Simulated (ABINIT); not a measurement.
```
A GW chain in ABINIT: GaAs (F-43m)
1.0
     0.00000    2.82685    2.82685
     2.82685    0.00000    2.82685
     2.82685    2.82685    0.00000
Ga As
1 1
Direct
  0.00000 0.00000 0.00000
  0.25000 0.25000 0.25000
# method: RPA screening on PBE with spin-orbit coupling, plane waves, norm-conserving pseudopotentials (and 2 further levels or steps)
# program: ABINIT 10.8.3
# settings: cutoff 45 Ha, PseudoDojo fully relativistic 0.4 stringent, norm-conserving, potential set dojo-fr-pbe-0.4-stringent, ngkpt (4, 4, 4), nband 168, ecuteps 4.9 Ha, shiftk (0, 0, 0), symchi 1, awtr 1, frequency ppm, 4×4×4 k-mesh
# cost: 4 runs, 16 min in all on 4 MPI ranks of Arm Neoverse V1, shared host
# notes: The program’s warnings: Neglecting <n,k|[Vnl,iqr]|m,k>. The cell and positions come from the Crystallography Open Database and are kept as given unless a step says otherwise. Limits: screening runs away on this mesh; screening head approximate. The 4×4×4 mesh is coarse for this cell, which bears on the long-range parts of exchange and screening. On this mesh the RPA ε∞ passes 90, more than nearly any semiconductor shows; a coarse mesh does this where one point with a narrow direct gap carries much weight. The screening is then too strong, and the G0W0 gap should not be taken as the material’s.
# PBE gap: 0.40 eV, direct
# G0W0 gap on the mesh: 1.06 eV
# GW settings: 4×4×4 mesh, 168 bands, screening to 133.3 eV, Godby-Needs plasmon pole
# known limits: short of the basis limit; screening runs away on this mesh; screening head approximate; coarse k mesh
```

[Long decimals in the printed logs are rounded to 6 places.]

[Logs are printed without paths, hosts, clocks, repeated set-up lines and the standing remarks that a program may print on its own settings, such as how far it seeks lower states.]

[Paths, hosts, dates, memory and timing lines, banners, echoed tables and standing remarks are left out of the program output; an Ansatz launch command may be rebuilt from the run's recorded settings. Measured values are a selection of at most five: reports struck by readers or far from the other reports are left out. None is set beside runs whose start may be inverted or whose files or cutoffs have a known fault.]

[Runs of the session that timed out or met a known fault of the program may be left out.]

[Hosts, paths, dates, database ids (printed as entryN), source tags and the programs' standing remarks are cut or masked in the printed files.]

[G0W0 gaps are taken among the corrected bands and points alone; a level outside them can change the order at an edge.]

[Where Ansatz stands beside ABINIT at settings called matched, ABINIT's density can come from a denser mesh and the files from another edition; pairs whose starting gaps differed by over 0.03 eV were left out, so agreement reads better than it is.]
